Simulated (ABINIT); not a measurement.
# LiH (Fm-3m): G0W0 in ABINIT against the plane-wave cutoff, part 2 of 2

Wanted: the cheapest plane-wave cutoff that holds the gap of LiH (Fm-3m).

ABINIT 10.8.3; PBE and many-body steps on it, plane waves. Known limits of the many-body steps: not at the basis limit.

So far. Step 5 (Empty states on the mesh, 8×8×8 mesh, 87 bands): On this mesh the gap is 3.022 eV. Step 6 (Screening, 8×8×8 mesh, 79 bands, screening to 261.2 eV): Local fields lower ε∞ by 9 %.

The database entry behind the starting cell differs from later determinations by our own check (the deuteride, about 0.2 % short), so it need not match the best structure at ambient conditions.

**8. Screening, 8×8×8 mesh, 79 bands, screening to 261.2 eV**

This step: RPA screening on PBE, plane waves, norm-conserving pseudopotentials.

The input, run.abi:

```
acell 3*1.0 Angstrom
rprim 
  -0.000000000000 2.036750000000 2.036750000000
  2.036750000000 -0.000000000000 2.036750000000
  2.036750000000 2.036750000000 -0.000000000000
ntypat 2
znucl 3 1
natom 2
typat 1 2
xred 
  0.000000000000 0.000000000000 0.000000000000
  0.500000000000 0.500000000000 0.500000000000
pp_dirpath "pseudos"
pseudos "Li.upf, H.upf"
ecut 26
ngkpt 8 8 8
nshiftk 1
shiftk 0 0 0
kptopt 1
chksymbreak 0
istwfk *1
occopt 1
irdwfk 1
optdriver 3
nband 79
ecuteps 9.6
inclvkb 2
awtr 1
symchi 1
indata_prefix "in"
outdata_prefix "out"
tmpdata_prefix "tmp"
```

Launch:

```sh
$ OMP_NUM_THREADS=1 mpirun -n 4 abinit run.abi > log
```

The program printed:

```text
.Version 10.8.3 of ABINIT. v10.8.2 released Aug 2026.

 Symmetries : space group Fm -3 m (#225); Bravais cF (face-center cubic)
[... echo of the input left out ...]
== DATASET  1 ==================================================================
-   mpi_nproc: 4, omp_nthreads: 1 (-1 if OMP is not activated)

--- !DatasetInfo
iteration_state: {dtset: 1, }
dimensions: {natom: 2, nkpt: 29, mband: 79, nsppol: 1, nspinor: 1, nspden: 1, mpw: 740, }
cutoff_energies: {ecut:  26.0, pawecutdg:  -1.0, }
electrons: {nelect:   4.00000000E+00, charge:   0.00000000E+00, occopt:   1.00000000E+00, tsmear:   1.00000000E-02, }

 SCREENING: Calculation of the susceptibility and dielectric matrices

 Based on a program developped by R.W. Godby, V. Olevano, G. Onida, and L. Reining.
 Incorporated in ABINIT by V. Olevano, G.-M. Rignanese, and M. Torrent.
.Using double precision arithmetic ; gwpc =  8

[... cell and pseudopotentials left out ...]
--------------------------------------------------------------------------------

 ==== K-mesh for the wavefunctions ====
 Number of points in the irreducible wedge :    29
[... list of points left out ...]
 Together with 48 symmetry operations and time-reversal symmetry
 yields   512 points in the full Brillouin Zone.

 ==== Q-mesh for the screening function ====
 Number of points in the irreducible wedge :    29
[... list of points left out ...]
 Together with 48 symmetry operations and time-reversal symmetry
 yields   512 points in the full Brillouin Zone.

 setmesh: FFT mesh size selected  =    20x   20x   20
          total number of points  =         8000

 vcoul_init : cutoff-mode = AUXILIARY_FUNCTION
 q-points for optical limit:   1
     1)      0.000010    0.000020    0.000030

- screening: taking advantage of time-reversal symmetry
- Maximum band index for partially occupied states nbvw = 2
- Remaining bands to be divided among processors   nbcw = 77
- Number of bands treated by each node ~19

 Number of electrons calculated from density =    4.0000; Expected =    4.0000
 average of density, n =  0.035077
 r_s =    1.8951
 omega_plasma =   18.0662 [eV]

 calculating chi0 at frequencies [eV] :
  1    0.000000E+00    0.000000E+00
  2    0.000000E+00    1.806615E+01

--------------------------------------------------------------------------------
  q-point number  1        q = ( 0.000000, 0.000000, 0.000000) [r.l.u.]
--------------------------------------------------------------------------------
[... chi0 elements left out ...]
 For q-point:  0.000010 0.000020 0.000030
  dielectric constant =   4.0088
  dielectric constant without local fields =   4.4043

  Average fulfillment of the sum rule on Im[epsilon] for q-point    1 :     89.82  [%]
[... wings left out ...]
  q-point number  2        q = ( 0.125000, 0.000000, 0.000000) [r.l.u.]
--------------------------------------------------------------------------------
[... chi0 elements left out ...]
  Average fulfillment of the sum rule on Im[epsilon] for q-point    2 :     98.26  [%]

 [... 27 further q-points ...]
```

Run time: 37 s. Hardware: 4 MPI ranks of AMD EPYC 7R43, shared host; peak memory 0.73 GiB; 2.4 min of CPU time.

This step gave:

- ε∞ with local fields, on this mesh, along the program's q direction: 4.009
- the same without local fields: 4.404
- plasma frequency: 18.07 eV
- plane waves in the screening matrix: 169

**9. 26 Ha**

The self-energy is evaluated for the states that the input lists, and the levels follow from it, in one-shot runs by the linearised quasiparticle equation.

This step: G0W0 on PBE, plane waves, norm-conserving pseudopotentials.

run.abi: that of step 8 with these lines changed.

```diff
@@ -23,8 +23,17 @@
 irdwfk 1
-optdriver 3
+optdriver 4
 nband 79
+gwcalctyp 0
+ecutsigx 26
+symsigma 1
+nkptgw 2
+kptgw 
+  0.5000000000 0.5000000000 0.0000000000
+  0.0000000000 0.0000000000 0.0000000000
+bdgw 
+  1 5
+  1 6
 ecuteps 9.6
-inclvkb 2
-awtr 1
-symchi 1
+irdscr 1
+ppmodel 1
 indata_prefix "in"
```

The program printed:

```text
.Version 10.8.3 of ABINIT. v10.8.2 released Aug 2026.

 Symmetries : space group Fm -3 m (#225); Bravais cF (face-center cubic)
[... echo of the input left out ...]
== DATASET  1 ==================================================================
-   mpi_nproc: 4, omp_nthreads: 1 (-1 if OMP is not activated)

--- !DatasetInfo
iteration_state: {dtset: 1, }
dimensions: {natom: 2, nkpt: 29, mband: 79, nsppol: 1, nspinor: 1, nspden: 1, mpw: 740, }
cutoff_energies: {ecut:  26.0, pawecutdg:  -1.0, }
electrons: {nelect:   4.00000000E+00, charge:   0.00000000E+00, occopt:   1.00000000E+00, tsmear:   1.00000000E-02, }

 SIGMA: Calculation of the GW corrections

 Based on a program developped by R.W. Godby, V. Olevano, G. Onida, and L. Reining.
 Incorporated in ABINIT by V. Olevano, G.-M. Rignanese, and M. Torrent.
.Using double precision arithmetic ; gwpc =  8

[... cell and pseudopotentials left out ...]
--------------------------------------------------------------------------------

 ==== K-mesh for the wavefunctions ====
 Number of points in the irreducible wedge :    29
[... list of points left out ...]
 Together with 48 symmetry operations and time-reversal symmetry
 yields   512 points in the full Brillouin Zone.

 ==== Q-mesh for screening function ====
 Number of points in the irreducible wedge :    29
[... list of points left out ...]
 Together with 48 symmetry operations and time-reversal symmetry
 yields   512 points in the full Brillouin Zone.

 vcoul_init : cutoff-mode = AUXILIARY_FUNCTION
 q-points for optical limit:   1
     1)      0.000010    0.000020    0.000030
 setmesh: FFT mesh size selected  =    25x   25x   25
          total number of points  =        15625

 Number of electrons calculated from density =    4.0000; Expected =    4.0000
[...]
number of omega for Sigma on real axis              0
 max omega for Sigma on real axis  [eV]           0.00
 zcut for avoiding poles [eV]                     0.10

 EPSILON^-1 parameters (SCR file):
 dimension of the eps^-1 matrix on file            169
 dimension of the eps^-1 matrix used               169
 number of plane-waves for wavefunctions           725
 number of bands                                    79
 number of q-points in IBZ                          29
 number of frequencies                               2
 number of real frequencies                          1
 number of imag frequencies                          1

 matrix elements of self-energy operator (all in [eV])

 Perturbative Calculation

--- !SelfEnergy_ee
iteration_state: {dtset: 1, }
kpoint     : [   0.500,    0.500,    0.000, ]
spin       : 1
KS_gap     :    3.020
QP_gap     :    4.951
Delta_QP_KS:    1.931
data: !SigmaeeData |
     Band     E0 <VxcDFT>   SigX SigC(E0)      Z dSigC/dE  Sig(E)    E-E0       E
        1 -44.638 -25.675 -39.699   5.487   0.768  -0.302 -32.232  -6.557 -51.195
        2  -0.342 -11.303 -14.550   1.427   0.772  -0.295 -12.708  -1.405  -1.748
        3   2.678  -7.645  -3.712  -3.286   0.812  -0.232  -7.119   0.526   3.203
[...]
--- !SelfEnergy_ee
iteration_state: {dtset: 1, }
kpoint     : [   0.000,    0.000,    0.000, ]
spin       : 1
KS_gap     :   20.739
QP_gap     :   22.913
Delta_QP_KS:    2.174
data: !SigmaeeData |
     Band     E0 <VxcDFT>   SigX SigC(E0)      Z dSigC/dE  Sig(E)    E-E0       E
[...]
5  17.059  -8.963  -2.439  -5.391   0.720  -0.390  -8.147   0.816  17.874
        6  17.059  -8.963  -2.439  -5.391   0.720  -0.390  -8.147   0.816  17.874

== END DATASET(S) ==============================================================
================================================================================

 -outvars: echo values of variables after computation  --------
           etotal      0.0000000000E+00
            nband          79
             nkpt          29
          spgroup         225
 [... the other variables as echoed above ...]

 Calculation completed.
```

Run time: 15 s. Hardware: 4 MPI ranks; peak memory 0.9 GiB.

This step gave:

| Property | Result |
| --- | --- |
| G0W0 gap on the points computed | 4.951 eV |
| starting gap on the mesh | 3.020 eV |
| k of the valence top | 0.5, 0.5, 0 |
| k of the conduction bottom | 0.5, 0.5, 0 |
| Z at the valence top | 0.772 |
| Z at the conduction bottom | 0.812 |
| least direct G0W0 gap on the computed points | 4.951 eV |

The gap on the mesh goes from 3.02 eV to 4.95 eV, a correction of +1.93 eV.

**10. Screening, 8×8×8 mesh, 79 bands, screening to 261.2 eV**

This step: RPA screening on PBE, plane waves, norm-conserving pseudopotentials.

run.abi: that of step 9 with these lines changed.

```diff
@@ -14,3 +14,3 @@
 pseudos "Li.upf, H.upf"
-ecut 26
+ecut 33
 ngkpt 8 8 8
@@ -23,17 +23,8 @@
 irdwfk 1
-optdriver 4
+optdriver 3
 nband 79
-gwcalctyp 0
-ecutsigx 26
-symsigma 1
-nkptgw 2
-kptgw 
-  0.5000000000 0.5000000000 0.0000000000
-  0.0000000000 0.0000000000 0.0000000000
-bdgw 
-  1 5
-  1 6
 ecuteps 9.6
-irdscr 1
-ppmodel 1
+inclvkb 2
+awtr 1
+symchi 1
 indata_prefix "in"
```

The program printed:

```text
.Version 10.8.3 of ABINIT. v10.8.2 released Aug 2026.

 Symmetries : space group Fm -3 m (#225); Bravais cF (face-center cubic)
[... echo of the input left out ...]
== DATASET  1 ==================================================================
-   mpi_nproc: 4, omp_nthreads: 1 (-1 if OMP is not activated)

--- !DatasetInfo
iteration_state: {dtset: 1, }
dimensions: {natom: 2, nkpt: 29, mband: 79, nsppol: 1, nspinor: 1, nspden: 1, mpw: 1056, }
cutoff_energies: {ecut:  33.0, pawecutdg:  -1.0, }
[...]
--------------------------------------------------------------------------------
[... chi0 elements left out ...]
 For q-point:  0.000010 0.000020 0.000030
  dielectric constant =   4.0090
  dielectric constant without local fields =   4.4044

  Average fulfillment of the sum rule on Im[epsilon] for q-point    1 :     89.78  [%]
[... wings left out ...]
  q-point number  2        q = ( 0.125000, 0.000000, 0.000000) [r.l.u.]
--------------------------------------------------------------------------------
[... chi0 elements left out ...]
  Average fulfillment of the sum rule on Im[epsilon] for q-point    2 :     98.19  [%]

 [... 27 further q-points ...]
```

Elapsed: 60 s, on 4 MPI ranks; peak memory 1 GiB; 4 min of CPU time.

Numbers from this step:

```
ε∞ with local fields, on this mesh, along the program's q direction : 4.009
the same without local fields                                       : 4.404
plasma frequency                                                    : 18.07 eV
plane waves in the screening matrix                                 : 169
```

**11. 33 Ha**

This step: G0W0 on PBE, plane waves, norm-conserving pseudopotentials.

run.abi: that of step 10 with these lines changed.

```diff
@@ -23,8 +23,17 @@
 irdwfk 1
-optdriver 3
+optdriver 4
 nband 79
+gwcalctyp 0
+ecutsigx 33
+symsigma 1
+nkptgw 2
+kptgw 
+  0.5000000000 0.5000000000 0.0000000000
+  0.0000000000 0.0000000000 0.0000000000
+bdgw 
+  1 5
+  1 6
 ecuteps 9.6
-inclvkb 2
-awtr 1
-symchi 1
+irdscr 1
+ppmodel 1
 indata_prefix "in"
```

The program printed:

```text
.Version 10.8.3 of ABINIT. v10.8.2 released Aug 2026.

 Symmetries : space group Fm -3 m (#225); Bravais cF (face-center cubic)
[... echo of the input left out ...]
== DATASET  1 ==================================================================
-   mpi_nproc: 4, omp_nthreads: 1 (-1 if OMP is not activated)

--- !DatasetInfo
iteration_state: {dtset: 1, }
dimensions: {natom: 2, nkpt: 29, mband: 79, nsppol: 1, nspinor: 1, nspden: 1, mpw: 1056, }
cutoff_energies: {ecut:  33.0, pawecutdg:  -1.0, }
[...]
Band     E0 <VxcDFT>   SigX SigC(E0)      Z dSigC/dE  Sig(E)    E-E0       E
[...]
5  17.057  -8.964  -2.438  -5.393   0.720  -0.389  -8.148   0.816  17.872
        6  17.057  -8.964  -2.438  -5.393   0.720  -0.389  -8.148   0.816  17.872

== END DATASET(S) ==============================================================
================================================================================

 -outvars: echo values of variables after computation  --------
           etotal      0.0000000000E+00
            nband          79
             nkpt          29
          spgroup         225
 [... the other variables as echoed above ...]

 Calculation completed.
```

Wall time 16 s (4 MPI ranks); peak memory 1.1 GiB.

This step gave:

| Quantity | Value |
| --- | --- |
| G0W0 gap on the points computed | 4.955 eV |
| starting gap on the mesh | 3.022 eV |
| k of the valence top | 0.5, 0.5, 0 |
| k of the conduction bottom | 0.5, 0.5, 0 |
| least direct G0W0 gap on the computed points | 4.955 eV |

Against the run before, the gap moves by +0.004 eV.

**12. Screening, 8×8×8 mesh, 79 bands, screening to 261.2 eV**

This step: RPA screening on PBE, plane waves, norm-conserving pseudopotentials.

run.abi: that of step 11 with these lines changed.

```diff
@@ -14,3 +14,3 @@
 pseudos "Li.upf, H.upf"
-ecut 33
+ecut 41
 ngkpt 8 8 8
@@ -23,17 +23,8 @@
 irdwfk 1
-optdriver 4
+optdriver 3
 nband 79
-gwcalctyp 0
-ecutsigx 33
-symsigma 1
-nkptgw 2
-kptgw 
-  0.5000000000 0.5000000000 0.0000000000
-  0.0000000000 0.0000000000 0.0000000000
-bdgw 
-  1 5
-  1 6
 ecuteps 9.6
-irdscr 1
-ppmodel 1
+inclvkb 2
+awtr 1
+symchi 1
 indata_prefix "in"
```

The program printed:

```text
.Version 10.8.3 of ABINIT. v10.8.2 released Aug 2026.

 Symmetries : space group Fm -3 m (#225); Bravais cF (face-center cubic)
[... echo of the input left out ...]
== DATASET  1 ==================================================================
-   mpi_nproc: 4, omp_nthreads: 1 (-1 if OMP is not activated)

--- !DatasetInfo
iteration_state: {dtset: 1, }
dimensions: {natom: 2, nkpt: 29, mband: 79, nsppol: 1, nspinor: 1, nspden: 1, mpw: 1459, }
cutoff_energies: {ecut:  41.0, pawecutdg:  -1.0, }
[...]
--------------------------------------------------------------------------------
[... chi0 elements left out ...]
 For q-point:  0.000010 0.000020 0.000030
  dielectric constant =   4.0096
  dielectric constant without local fields =   4.4050

  Average fulfillment of the sum rule on Im[epsilon] for q-point    1 :     89.79  [%]
[... wings left out ...]
  q-point number  2        q = ( 0.125000, 0.000000, 0.000000) [r.l.u.]
--------------------------------------------------------------------------------
[... chi0 elements left out ...]
  Average fulfillment of the sum rule on Im[epsilon] for q-point    2 :     98.19  [%]

 [... 27 further q-points ...]
```

Wall time 61 s (4 MPI ranks); peak memory 1 GiB.

This step gave:

- ε∞ with local fields, on this mesh, along the program's q direction: 4.010
- the same without local fields: 4.405
- plasma frequency: 18.07 eV
- plane waves in the screening matrix: 169

**13. 41 Ha**

This step: G0W0 on PBE, plane waves, norm-conserving pseudopotentials.

run.abi: that of step 12 with these lines changed.

```diff
@@ -23,8 +23,17 @@
 irdwfk 1
-optdriver 3
+optdriver 4
 nband 79
+gwcalctyp 0
+ecutsigx 41
+symsigma 1
+nkptgw 2
+kptgw 
+  0.5000000000 0.5000000000 0.0000000000
+  0.0000000000 0.0000000000 0.0000000000
+bdgw 
+  1 5
+  1 6
 ecuteps 9.6
-inclvkb 2
-awtr 1
-symchi 1
+irdscr 1
+ppmodel 1
 indata_prefix "in"
```

The program printed:

```text
.Version 10.8.3 of ABINIT. v10.8.2 released Aug 2026.

 Symmetries : space group Fm -3 m (#225); Bravais cF (face-center cubic)
[... echo of the input left out ...]
== DATASET  1 ==================================================================
-   mpi_nproc: 4, omp_nthreads: 1 (-1 if OMP is not activated)

--- !DatasetInfo
iteration_state: {dtset: 1, }
dimensions: {natom: 2, nkpt: 29, mband: 79, nsppol: 1, nspinor: 1, nspden: 1, mpw: 1459, }
cutoff_energies: {ecut:  41.0, pawecutdg:  -1.0, }
[...]
Band     E0 <VxcDFT>   SigX SigC(E0)      Z dSigC/dE  Sig(E)    E-E0       E
[...]
5  17.055  -8.965  -2.438  -5.393   0.721  -0.388  -8.148   0.817  17.872
        6  17.055  -8.965  -2.438  -5.393   0.721  -0.388  -8.148   0.817  17.872

== END DATASET(S) ==============================================================
================================================================================

 -outvars: echo values of variables after computation  --------
           etotal      0.0000000000E+00
            nband          79
             nkpt          29
          spgroup         225
 [... the other variables as echoed above ...]

 Calculation completed.
```

Run time: 16 s. Hardware: 4 MPI ranks; peak memory 1.1 GiB.

This step gave:

| Quantity | Value |
| --- | --- |
| G0W0 gap on the points computed | 4.954 eV |
| starting gap on the mesh | 3.022 eV |
| k of the valence top | 0.5, 0.5, 0 |
| k of the conduction bottom | 0.5, 0.5, 0 |
| least direct G0W0 gap on the computed points | 4.954 eV |

Against the run before, the gap moves by −0.001 eV.

**14. Side by side**

Times are wall times on 4 MPI ranks of AMD EPYC 7R43, shared host, good to a factor of about two. A run's time includes the screening step that it read.

| run | mesh | bands | screening cutoff (eV) | DFT gap (eV) | gap on the mesh (eV) | direct (eV) | ε∞ used | time |
| --- | --- | --- | --- | --- | --- | --- | --- | --- |
| 20 Ha | 8×8×8 | 79 | 261.2 | 2.985 | 4.919 | 4.919 | 4.03 | 43 s |
| 26 Ha | 8×8×8 | 79 | 261.2 | 3.020 | 4.951 | 4.951 | 4.01 | 51 s |
| 33 Ha | 8×8×8 | 79 | 261.2 | 3.022 | 4.955 | 4.955 | 4.01 | 76 s |
| 41 Ha | 8×8×8 | 79 | 261.2 | 3.022 | 4.954 | 4.954 | 4.01 | 78 s |

**15. What came out**

| Quantity | Value |
| --- | --- |
| 20 Ha | 4.919 eV |
| 26 Ha | 4.951 eV |
| 33 Ha | 4.955 eV |
| 41 Ha | 4.954 eV |
| known limits | not at the basis limit |

In words: The setting moved: plane-wave cutoff. From 20 Ha to 41 Ha the gap moves by +0.03 eV. It holds to 0.03 eV from 26 Ha on. Bands and screening cutoff are coupled, so a series along one setting does not show full convergence. Bands and cutoff are finite, so the gap is not at the basis limit. The miss can reach some tenths of an eV and take either sign; the mesh is an error of its own. In the first G0W0 run levels were corrected at 2 k points alone, so a gap called «on the mesh» is the least over those, and an edge elsewhere would be missed.

[Paths, hosts, dates, memory and timing lines, banners, echoed tables and standing remarks are left out of the program output.]

[Logs are printed without paths, hosts, clocks, repeated set-up lines and the standing remarks that a program may print on its own settings, such as how far it seeks lower states.]

[Runs of the session that timed out or met a known fault of the program may be left out.]

[No measured gap is set beside runs whose start may be inverted or whose files or cutoffs have a known fault.]

[Hosts, paths, dates, database ids (printed as entryN), source tags and the programs' standing remarks are cut or masked in the printed files.]

[G0W0 gaps are taken among the corrected bands and points alone; a level outside them can change the order at an edge.]

[Where Ansatz stands beside ABINIT at settings called matched, ABINIT's density can come from a denser mesh and the files from another edition; pairs whose starting gaps differed by over 0.03 eV were left out, so agreement reads better than it is.]
